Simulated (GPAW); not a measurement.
# P K ELNES/XANES of zinc-blende (GaP)₁₋ₓ(InP)ₓ at x = 0 from DFT, part 2 of 2

What does the P K edge look like in zinc-blende (GaP)₁₋ₓ(InP)ₓ at x = 0?

GPAW 26.7.0; X-ray absorption from dipole matrix elements to empty bands, plane-wave PAW PBE.

So far. Step 2 (Ground state of the crystal): The mesh shows a gap of 1.67 eV. The excited electron is kept all the same, so that all members of the series, with or without a gap, are treated alike.

**4. Spectrum with XCH, P atom 2**

The holes are 7.7 Å apart. In GPAW the data set carries the hole's charge, so charge=0 means a charged cell and charge=-1 a neutral one. The excited electron is kept in the cell, where it fills the lowest empty states and screens the hole. After the field has converged, empty bands are computed with the density fixed and the dipole matrix elements are summed.

The absorber has 4 Ga at 2.36 Å (tetrahedral).

The input, xas.py:

```python
import numpy as np
from ase import Atoms
from ase.parallel import parprint, paropen
from gpaw import GPAW, PW, FermiDirac, Mixer, MixerDif, setup_paths
from gpaw.test import gen
setup_paths.insert(0, '.')
gen('P', name='fch1s', xcname='PBE', corehole=(1, 0, 1), write_xml=True)
from gpaw.mpi import world
world.barrier()

atoms = Atoms('GaPGaPGaPGaPGaPGaPGaPGaP',
    cell=[[0, 5.451, 5.451],
     [5.451, 0, 5.451],
     [5.451, 5.451, 0]],
    scaled_positions=[[0, 0, 0],
     [0.125, 0.125, 0.125],
     [0, 0, 0.5],
     [0.125, 0.125, 0.625],
     [0, 0.5, 0],
     [0.125, 0.625, 0.125],
     [0, 0.5, 0.5],
     [0.125, 0.625, 0.625],
     [0.5, 0, 0],
     [0.625, 0.125, 0.125],
     [0.5, 0, 0.5],
     [0.625, 0.125, 0.625],
     [0.5, 0.5, 0],
     [0.625, 0.625, 0.125],
     [0.5, 0.5, 0.5],
     [0.625, 0.625, 0.625]],
    pbc=True)
atoms.calc = calc = GPAW(legacy_gpaw=True, mode=PW(400, force_complex_dtype=True), xc='PBE', setups={1: 'fch1s'},
    kpts={'size': (3, 3, 3), 'gamma': True}, occupations=FermiDirac(0.04),
    charge=-1, mixer=Mixer(0.1, 5, 50), maxiter=150,
    convergence={'density': 0.0001, 'eigenstates': 1e-6}, txt='scf.txt')
energy = atoms.get_potential_energy() + calc.get_reference_energy()
ef = calc.get_fermi_level()
out = dict(energy=energy, fermi=ef, forces=atoms.get_forces().tolist())
parprint(f'all-electron energy {energy:.4f} eV, Fermi level {ef:.4f} eV')
ev = np.array([[calc.get_eigenvalues(k, s) for k in range(len(calc.get_ibz_k_points()))] for s in range(calc.get_number_of_spins())])
out['homo'], out['lumo'], out['counts'] = ev[ev < ef].max(), ev[ev > ef].min(), sorted(set((ev < ef).sum((0, 2)).tolist()))
out['filled'] = (ev[:, 0] < ef).sum(1).tolist()

from ase.units import Ha
from gpaw.xas import dipole_matrix_elements
nb = int(calc.get_number_of_electrons() / 2) + 166
top, nb = nb, nb + 8 + nb // 12
nscf = calc.fixed_density(kpts={'size': (4, 4, 4), 'gamma': True}, nbands=nb,
    convergence={'bands': top, 'eigenstates': 5e-3}, maxiter=60, txt='nscf.txt')
cell = atoms.cell.array
ops = [cell.T @ U.T @ np.linalg.inv(cell.T) for U in nscf.wfs.kd.symmetry.op_scc]
filled = [32]  # bands filled in the ground state, by spin
E = np.arange(-6, 30, 0.1)
fwhm = np.interp(E, [4, 25], [0.9, 3.5])
Y, X, zero, highest = 0, 0, 1e9, 1e9
for spin in range(nscf.get_number_of_spins()):
    wfs = nscf.wfs
    mine = wfs.bd.get_slice()  # this rank's bands
    A = dipole_matrix_elements(wfs.setups[1])
    eps = np.zeros((wfs.kd.nibzkpts, nb))
    d = np.zeros((3, A.shape[1], wfs.kd.nibzkpts, nb), complex)
    for kpt in wfs.kpt_u:
        if kpt.s == spin and 1 in kpt.P_ani:
            eps[kpt.k, mine] = kpt.eps_n * Ha
            d[:, :, kpt.k, mine] = (kpt.weight * wfs.nspins / 2) ** 0.5 * np.inner(A, kpt.P_ani[1])
    world.sum(eps)
    world.sum(d)
    T = np.einsum('amkn,bmkn->abkn', d, d.conj()).real
    T = sum(np.einsum('ai,ijkn,bj->abkn', R, T, R) for R in ops) / len(ops)
    empty = np.ones_like(eps, bool) & (np.arange(nb) >= filled[spin])
    zero, highest = min(zero, eps[empty].min()), min(highest, eps[:, top - 1].min())
    lines = [(eps, T, empty)] if spin == 0 else lines + [(eps, T, empty)]
for eps, T, empty in lines:
    f = np.einsum('aakn->akn', T).reshape(3, -1)
    x = eps.ravel() - zero
    w = np.interp(x, E, fwhm) / 2.35482
    g = np.exp(-0.5 * ((E[:, None] - x) / w) ** 2) / (w * (2 * np.pi) ** 0.5)
    Y = Y + (f * empty.ravel()) @ g.T
    X = X + (f * ~empty.ravel()) @ g.T
out.update(E=E.round(2).tolist(), xas=Y.tolist(), xes=X.tolist(), zero=zero, valid=highest - zero, nk=len(eps), nb=nb)
for i in range(0, len(E), 10):
    parprint(f'{E[i]:7.2f}', *(f'{v:10.3e}' for v in Y[:, i]))
import json
with paropen('out.json', 'w') as f:
    json.dump(out, f)
```

Launch:

```bash
OMP_NUM_THREADS=1 mpirun -n 4 gpaw python xas.py
```

Numbers of over 12 decimals in the logs are rounded to 6 here.

Log:

```text
Input parameters:
  charge: -1
  convergence: {density: 0.0001,
                eigenstates: 1e-06}
  kpts: {gamma: True,
         size: (3, 3, 3)}
  maxiter: 150
  mixer: {backend: pulay,
          beta: 0.1,
          method: separate,
          nmaxold: 5,
          weight: 50}
  mode: {ecut: 400.0,
         force_complex_dtype: True,
         name: pw}
  occupations: {fixmagmom: False,
                name: fermi-dirac,
                width: 0.04}
  setups: {1: fch1s}
  xc: PBE

Initialize ...

[... PAW data sets ...]

Reference energy: -495334.653616  # eV

Spin-paired calculation

[... convergence settings ...]
Symmetries present (total): 6
  [... symmetry matrices ...]

27 k-points: 3 x 3 x 3 Monkhorst-Pack grid
6 k-points in the irreducible part of the Brillouin zone
       k-points in crystal coordinates                weights
   0:     0.00000000    0.00000000    0.00000000          1/27
   1:     0.33333333    0.00000000   -0.33333333          6/27
   2:     0.33333333    0.00000000    0.00000000          6/27
   3:     0.33333333    0.33333333   -0.33333333          6/27
   4:     0.33333333    0.33333333    0.00000000          6/27
   5:     0.33333333    0.33333333    0.33333333          2/27

Wave functions: Plane wave expansion
  Cutoff energy: 400.000 eV
  Number of coefficients (min, max): 5866, 5961
  Pulay-stress correction: 0.000000 eV/Ang^3 (de/decut=0.000000)
  Using FFTW library
  Wavefunction extrapolation:
    Improved wavefunction reuse through dual PAW basis

Occupation numbers: Fermi-Dirac:
  width: 0.0400  # eV

Eigensolver
   Davidson(niter=2)

Densities:
  Coarse grid: 36*36*36 grid
  Fine grid: 72*72*72 grid
  Total Charge: 0.000000

Density mixing:
  Method: separate
  Backend: pulay
  Linear mixing parameter: 0.1
  old densities: 5
  Width of damping distribution: 1.1
  Damping of long wavelength oscillations: 50

[... Hamiltonian set-up ...]
Number of atoms: 16
Number of atomic orbitals: 64
Number of bands in calculation: 43
Number of valence electrons: 65
Bands to converge: occupied

... initialized

Initializing position-dependent things.

Density initialized from atomic densities
Creating initial wave functions:
  43 bands from LCAO basis set

                             P
                    P
                        Ga
                      P
                Ga
             P    Ga       P

         Ga       P    Ga
                    P
              Ga
            P
                Ga
       Ga

Atomic positions and initial magnetic moments

Positions:
   0 Ga     0.000000    0.000000    0.000000    ( 0.0000,  0.0000,  0.0000)
   1 P      1.362750    1.362750    1.362750    ( 0.0000,  0.0000,  0.0000)
   2 Ga     2.725500    2.725500    0.000000    ( 0.0000,  0.0000,  0.0000)
   3 P      4.088250    4.088250    1.362750    ( 0.0000,  0.0000,  0.0000)
   4 Ga     2.725500    0.000000    2.725500    ( 0.0000,  0.0000,  0.0000)
   5 P      4.088250    1.362750    4.088250    ( 0.0000,  0.0000,  0.0000)
   6 Ga     5.451000    2.725500    2.725500    ( 0.0000,  0.0000,  0.0000)
[...]
13 P      4.088250    4.088250    6.813750    ( 0.0000,  0.0000,  0.0000)
  14 Ga     5.451000    5.451000    5.451000    ( 0.0000,  0.0000,  0.0000)
  15 P      6.813750    6.813750    6.813750    ( 0.0000,  0.0000,  0.0000)

Unit cell:
           periodic     x           y           z      points  spacing
  1. axis:    yes    0.000000    5.451000    5.451000    36     0.1748
  2. axis:    yes    5.451000    0.000000    5.451000    36     0.1748
  3. axis:    yes    5.451000    5.451000    0.000000    36     0.1748

  Lengths:   7.708878   7.708878   7.708878
  Angles:   60.000000  60.000000  60.000000

Effective grid spacing dv^(1/3) = 0.1908

iter:   1   -86.614061
iter:   2   -84.738035   -1.52  -0.81
iter:   3   -82.385613   -1.15  -0.86
iter:   4   -82.581211   -1.83  -1.15
iter:   5   -82.337009   -2.31  -1.17
iter:   6   -82.320818   -2.15  -1.64
iter:   7   -82.257429   -2.73  -1.88
iter:   8   -82.254758   -3.84  -2.49
iter:   9   -82.253455c  -4.61  -2.62
iter:  10   -82.253831c  -4.39  -2.89
iter:  11   -82.253263c  -5.25  -2.86
iter:  12   -82.253252c  -6.12c -3.36
iter:  13   -82.253265c  -6.55c -3.53
iter:  14   -82.253264c  -7.37c -3.71
iter:  15   -82.253250c  -6.95c -3.76
iter:  16   -82.253255c  -8.01c -4.29c

Converged after 16 iterations.

Dipole moment: (-24.387880, -24.387880, -24.387880) |e|*Ang

Energy contributions relative to reference atoms: (reference = -495334.653616)

Kinetic:       +210.964486
Potential:     -189.215595
External:        +0.000000
XC:            -104.029636
Entropy (-ST):   -0.024323
Local:           +0.039651
SIC:             +0.000000
--------------------------
Free energy:    -82.265416
Extrapolated:   -82.253255

Showing only first 2 kpts
 Kpt  Band  Eigenvalues  Occupancy
  0    30      4.81502    2.00000
  0    31      4.81502    2.00000
  0    32      5.74737    2.00000
  0    33      6.60983    0.77664

  1    30      3.42547    2.00000
  1    31      4.31660    2.00000
  1    32      7.13033    0.00000
[...]
Fermi level: 6.59165

No gap
No difference between direct/indirect transitions

Forces in eV/Ang:
  0 Ga   -0.43259   -0.43259   -0.43259
  1 P     0.00000    0.00000    0.00000
  2 Ga    0.43259    0.43259   -0.43259
  3 P    -0.00000   -0.00000    0.05938
  4 Ga    0.43259   -0.43259    0.43259
  5 P    -0.00000    0.05938   -0.00000
  6 Ga    0.02391   -0.02391   -0.02391
[...]
13 P     0.00000    0.00000   -0.05938
 14 Ga    0.02391    0.02391    0.02391
 15 P    -0.00000   -0.00000   -0.00000
Scalar-relativistic atomic PBE calculation for P (Phosphorus, Z=15)
Core hole in 1s state (1s occupation: 1.0)
450 radial gridpoints.
|------------------------------------------------|
|------------------------------------------------|
[... the atom generator's iteration count ...]

Energy contributions:
-------------------------
Kinetic:     +262.827971
XC:           -18.802338
Potential:   -506.301350
-------------------------
Total:       -262.275717

state      eigenvalue         ekin         rmax
-----------------------------------------------
1s^1.0 :   -82.638549   110.566952        0.067
2s^2.0 :    -7.880838    17.711957        0.400
2p^6.0 :    -6.208215    17.410471        0.328
3s^2.0 :    -0.985623     2.830847        1.423
3p^3.0 :    -0.622564     2.237529        1.549
-----------------------------------------------
(units: Bohr and Hartree)

Generating PAW setup
Kinetic energy of the core from tauc = 251.042791
Cutoffs:
rc(s)=1.800
rc(p)=1.800
rc(d)=1.800
rc(vbar)=1.620
rc(comp)=1.800
rc(nct)=1.800

Kinetic energy of the core states: 250.453690
Charge: 1.0
Core electrons: 9.0
Valence electrons: 5.0
Pseudo-core charge: 0.080239
Shape function alpha=3.086
Pseudo-electron charge 5.484265
state    eigenvalue         norm
--------------------------------
3s(2) :    -0.985623     1.194581
*s    :     0.014377
3p(3) :    -0.622564     1.004954
*p    :     0.377436
*d    :     0.000000
--------------------------------

Diagonalizing with gridspacing h=0.050

state   all-electron     PAW
-------------------------------
3s:      -0.985623    -0.986051
3p:      -0.622564    -0.622827
*d:                   -0.149877
*f:                   -0.018076
-------------------------------
all-electron energy -495416.9069 eV, Fermi level 6.5917 eV
[...]
27.00  2.949e-06  2.949e-06  2.949e-06
  28.00  2.685e-06  2.685e-06  2.685e-06
  29.00  2.480e-06  2.480e-06  2.480e-06
```

The job ended after 2.2 min (4 MPI ranks of Arm Neoverse V1, shared host; peak memory 0.42 GiB).

The P K spectrum, P atom 2, excited-electron core hole (neutral cell) (energy from the bottom of the conduction band, which holds the excited electron; intensity scaled to a mean of 1 over the first 20 eV):

| E (eV) | intensity |
| --- | --- |
| -2.0 | 0.00 |
| -1.5 | 0.00 |
| -1.0 | 0.00 |
| -0.5 | 0.00 |
| 0.0 | 0.07 |
| 0.5 | 0.43 |
| 1.0 | 1.24 |
| 1.5 | 1.65 |
| 2.0 | 1.39 |
| 2.5 | 1.10 |
| 3.0 | 1.08 |
| 3.5 | 2.03 |
| 4.0 | 2.10 |
| 4.5 | 1.35 |
| 5.0 | 1.04 |
| 5.5 | 0.86 |
| 6.0 | 0.97 |
| 6.5 | 1.37 |
| 7.0 | 1.48 |
| 7.5 | 1.15 |
| 8.0 | 0.97 |
| 8.5 | 1.00 |
| 9.0 | 0.97 |
| 9.5 | 0.86 |
| 10.0 | 0.78 |
| 10.5 | 0.75 |
| 11.0 | 0.75 |
| 11.5 | 0.79 |
| 12.0 | 0.84 |
| 12.5 | 0.89 |
| 13.0 | 0.94 |
| 13.5 | 0.98 |
| 14.0 | 0.97 |
| 14.5 | 0.91 |
| 15.0 | 0.84 |
| 15.5 | 0.79 |
| 16.0 | 0.78 |
| 16.5 | 0.79 |
| 17.0 | 0.80 |
| 17.5 | 0.81 |
| 18.0 | 0.79 |
| 18.5 | 0.77 |
| 19.0 | 0.74 |
| 19.5 | 0.73 |
| 20.0 | 0.73 |
| 20.5 | 0.73 |
| 21.0 | 0.72 |
| 21.5 | 0.70 |
| 22.0 | 0.68 |
| 22.5 | 0.67 |
| 23.0 | 0.69 |
| 23.5 | 0.75 |
| 24.0 | 0.82 |
| 24.5 | 0.88 |
| 25.0 | 0.91 |
| 25.5 | 0.92 |

Main maxima below 24 eV (height): 1.5 eV (1.65), 3.8 eV (2.28), 6.8 eV (1.51) and 13.7 eV (0.98). A K edge sees empty p states on the absorber.

The total-energy difference is 2155.96 eV. One term is added: -15.96 eV, since the hole is spin-paired here and a spin-polarised one costs that much less in the free atom (computed apart). The photon energy is then 2140.00 eV. The functional leaves an error of a few eV in such absolute values.

**5. Reference energy of the cell**

The absorbing element, whose data set is made anew, changes for the next run, so it gets a reference energy of its own.

The input, scf.py:

```python
import numpy as np
from ase import Atoms
from ase.parallel import parprint, paropen
from gpaw import GPAW, PW, FermiDirac, Mixer, MixerDif, setup_paths
from gpaw.test import gen
setup_paths.insert(0, '.')
gen('Ga', name='nch1s', xcname='PBE', corehole=(1, 0, 0), write_xml=True)
from gpaw.mpi import world
world.barrier()

atoms = Atoms('GaPGaPGaPGaPGaPGaPGaPGaP',
    cell=[[0, 5.451, 5.451],
     [5.451, 0, 5.451],
     [5.451, 5.451, 0]],
    scaled_positions=[[0, 0, 0],
     [0.125, 0.125, 0.125],
     [0, 0, 0.5],
     [0.125, 0.125, 0.625],
     [0, 0.5, 0],
     [0.125, 0.625, 0.125],
     [0, 0.5, 0.5],
     [0.125, 0.625, 0.625],
     [0.5, 0, 0],
     [0.625, 0.125, 0.125],
     [0.5, 0, 0.5],
     [0.625, 0.125, 0.625],
     [0.5, 0.5, 0],
     [0.625, 0.625, 0.125],
     [0.5, 0.5, 0.5],
     [0.625, 0.625, 0.625]],
    pbc=True)
atoms.calc = calc = GPAW(legacy_gpaw=True, mode=PW(400, force_complex_dtype=True), xc='PBE', setups={0: 'nch1s'},
    kpts={'size': (3, 3, 3), 'gamma': True}, occupations=FermiDirac(0.02),
    charge=0, mixer=Mixer(0.1, 5, 50), maxiter=150,
    convergence={'density': 0.0001, 'eigenstates': 1e-6}, txt='scf.txt')
energy = atoms.get_potential_energy() + calc.get_reference_energy()
ef = calc.get_fermi_level()
out = dict(energy=energy, fermi=ef, forces=atoms.get_forces().tolist())
parprint(f'all-electron energy {energy:.4f} eV, Fermi level {ef:.4f} eV')
ev = np.array([[calc.get_eigenvalues(k, s) for k in range(len(calc.get_ibz_k_points()))] for s in range(calc.get_number_of_spins())])
out['homo'], out['lumo'], out['counts'] = ev[ev < ef].max(), ev[ev > ef].min(), sorted(set((ev < ef).sum((0, 2)).tolist()))
out['filled'] = (ev[:, 0] < ef).sum(1).tolist()
import json
with paropen('out.json', 'w') as f:
    json.dump(out, f)
```

Launch:

```bash
OMP_NUM_THREADS=1 mpirun -n 4 gpaw python scf.py
```

Log:

```text
Input parameters:
  convergence: {density: 0.0001,
                eigenstates: 1e-06}
  kpts: {gamma: True,
         size: (3, 3, 3)}
  maxiter: 150
  mixer: {backend: pulay,
          beta: 0.1,
          method: separate,
          nmaxold: 5,
          weight: 50}
  mode: {ecut: 400.0,
         force_complex_dtype: True,
         name: pw}
  occupations: {fixmagmom: False,
                name: fermi-dirac,
[...]
4s(2) :    -0.328732     1.135119
*s    :     0.671268
4p(1) :    -0.094810     1.011555
*p    :     0.905190
*d    :     0.000000
--------------------------------

Diagonalizing with gridspacing h=0.050

state   all-electron     PAW
-------------------------------
4s:      -0.328732    -0.328886
4p:      -0.094810    -0.094897
*d:                    0.028969
*f:                    0.063419
-------------------------------
all-electron energy -497572.8638 eV, Fermi level 5.4257 eV
[key lines of the parts left out:]
Converged after 15 iterations.
Dipole moment: (-24.161494, -24.161494, -24.161494) |e|*Ang
Free energy:    -72.181582
Fermi level: 5.42568
```

Run time: 15 s. Hardware: 4 MPI ranks; peak memory 0.28 GiB.

Reference energy: -497572.864 eV with the cores included.

**6. Spectrum with XCH, Ga atom 1**

The holes are 7.7 Å apart. The excited electron is kept in the cell, where it fills the lowest empty states and screens the hole. After the field has converged, empty bands are computed with the density fixed and the dipole matrix elements are summed.

The absorber has 4 P at 2.36 Å (tetrahedral).

xas.py, as its differences from that of step 4:

```diff
@@ -6,3 +6,3 @@
 setup_paths.insert(0, '.')
-gen('P', name='fch1s', xcname='PBE', corehole=(1, 0, 1), write_xml=True)
+gen('Ga', name='fch1s', xcname='PBE', corehole=(1, 0, 1), write_xml=True)
 from gpaw.mpi import world
@@ -31,3 +31,3 @@
     pbc=True)
-atoms.calc = calc = GPAW(legacy_gpaw=True, mode=PW(400, force_complex_dtype=True), xc='PBE', setups={1: 'fch1s'},
+atoms.calc = calc = GPAW(legacy_gpaw=True, mode=PW(400, force_complex_dtype=True), xc='PBE', setups={0: 'fch1s'},
     kpts={'size': (3, 3, 3), 'gamma': True}, occupations=FermiDirac(0.04),
@@ -53,3 +53,3 @@
 E = np.arange(-6, 30, 0.1)
-fwhm = np.interp(E, [4, 25], [0.9, 3.5])
+fwhm = np.interp(E, [4, 25], [1.82, 3.5])
 Y, X, zero, highest = 0, 0, 1e9, 1e9
@@ -58,3 +58,3 @@
     mine = wfs.bd.get_slice()  # this rank's bands
-    A = dipole_matrix_elements(wfs.setups[1])
+    A = dipole_matrix_elements(wfs.setups[0])
     eps = np.zeros((wfs.kd.nibzkpts, nb))
@@ -62,5 +62,5 @@
     for kpt in wfs.kpt_u:
-        if kpt.s == spin and 1 in kpt.P_ani:
+        if kpt.s == spin and 0 in kpt.P_ani:
             eps[kpt.k, mine] = kpt.eps_n * Ha
-            d[:, :, kpt.k, mine] = (kpt.weight * wfs.nspins / 2) ** 0.5 * np.inner(A, kpt.P_ani[1])
+            d[:, :, kpt.k, mine] = (kpt.weight * wfs.nspins / 2) ** 0.5 * np.inner(A, kpt.P_ani[0])
     world.sum(eps)
```

Launch:

```bash
OMP_NUM_THREADS=1 mpirun -n 4 gpaw python xas.py
```

Log:

```text
Input parameters:
  charge: -1
  convergence: {density: 0.0001,
                eigenstates: 1e-06}
  kpts: {gamma: True,
         size: (3, 3, 3)}
  maxiter: 150
  mixer: {backend: pulay,
          beta: 0.1,
          method: separate,
          nmaxold: 5,
          weight: 50}
  mode: {ecut: 400.0,
         force_complex_dtype: True,
         name: pw}
  occupations: {fixmagmom: False,
[...]
*p    :     0.585016
*d    :     0.000000
--------------------------------

Diagonalizing with gridspacing h=0.050

state   all-electron     PAW
-------------------------------
4s:      -0.719303    -0.719529
4p:      -0.414984    -0.415179
*d:                   -0.111571
*f:                   -0.022852
-------------------------------
all-electron energy -487171.2006 eV, Fermi level 6.4907 eV
[...]
28.00  1.399e-07  1.399e-07  1.399e-07
  29.00  1.435e-07  1.435e-07  1.435e-07
[key lines of the parts left out:]
Converged after 16 iterations.
Dipole moment: (-24.334472, -24.334472, -24.334472) |e|*Ang
Free energy:    -79.961487
Fermi level: 6.49073
```

Wall time 75 s (4 MPI ranks); peak memory 0.42 GiB; 5 min of CPU time.

The Ga K spectrum, Ga atom 1, excited-electron core hole (neutral cell) (energy from the bottom of the conduction band, which holds the excited electron; intensity scaled to a mean of 1 over the first 20 eV):

```
E (eV)  intensity
  -2.0       0.00
  -1.5       0.00
  -1.0       0.01
  -0.5       0.05
   0.0       0.15
   0.5       0.33
   1.0       0.56
   1.5       0.80
   2.0       1.04
   2.5       1.27
   3.0       1.51
   3.5       1.68
   4.0       1.70
   4.5       1.53
   5.0       1.28
   5.5       1.06
   6.0       0.91
   6.5       0.88
   7.0       0.92
   7.5       0.95
   8.0       0.94
   8.5       0.89
   9.0       0.87
   9.5       0.91
  10.0       1.00
  10.5       1.08
  11.0       1.12
  11.5       1.10
  12.0       1.07
  12.5       1.02
  13.0       1.00
  13.5       0.99
  14.0       1.00
  14.5       0.98
  15.0       0.95
  15.5       0.91
  16.0       0.89
  16.5       0.90
  17.0       0.92
  17.5       0.93
  18.0       0.91
  18.5       0.88
  19.0       0.83
  19.5       0.81
  20.0       0.80
  20.5       0.80
  21.0       0.82
  21.5       0.82
  22.0       0.81
  22.5       0.78
  23.0       0.74
  23.5       0.71
  24.0       0.69
  24.5       0.68
  25.0       0.69
  25.5       0.71
```

Main maxima below 25 eV (height): 3.8 eV (1.72), 7.6 eV (0.95), 11.2 eV (1.12) and 17.4 eV (0.93). 

The energy difference (zero at 10402 eV) isn't read as a photon energy: for so heavy an absorber the terms left out (the hole's spin, the functional's error) amount to tens of eV or more.

**7. What came out**

| Quantity | Value |
| --- | --- |
| absorber and edge | P K, atom 2 of the ground-state input (counted from 1) |
| surroundings | 4 Ga at 2.36 Å (tetrahedral) |
| highest intensity below 16 eV | 3.8 eV above the zero, height 2.28 |
| photon energy of the zero, with the added terms | 2140.0 eV (raw 2156.0 eV; uncertain by a few eV) |

**Reading.** The P K edge of atom 2, with 4 Ga at 2.36 Å (tetrahedral), has its highest intensity of the first 16 eV at 3.8 eV above the zero, near 2144 eV in photon energy (uncertain by a few eV), 2.3 times the mean level of the first 20 eV (Gaussian full width 0.9 eV up to 4 eV, rising linearly to 3.5 eV at 25 eV). The mesh is coarse (0.25 Å⁻¹ between points), so small maxima may be mesh ripples.

[Banner, clock and machine lines of the logs are left out without a mark of their own.]

[Logs are printed without paths, hosts, clocks, repeated set-up lines and the standing remarks that a program may print on its own settings, such as how far it seeks lower states.]

[Hosts, paths, dates, database ids (printed as entryN), source tags and the programs' standing remarks are cut or masked in the printed files.]

[Lists of maxima count a maximum above −3 eV only where it reaches 4 % of the highest in the window and stands out from its surroundings by 2 % of it (1.5 % where it reaches 55 %); shoulders and weaker maxima are passed over, and of the rest the first, up to two pre-edge ones and the few strongest are named.]
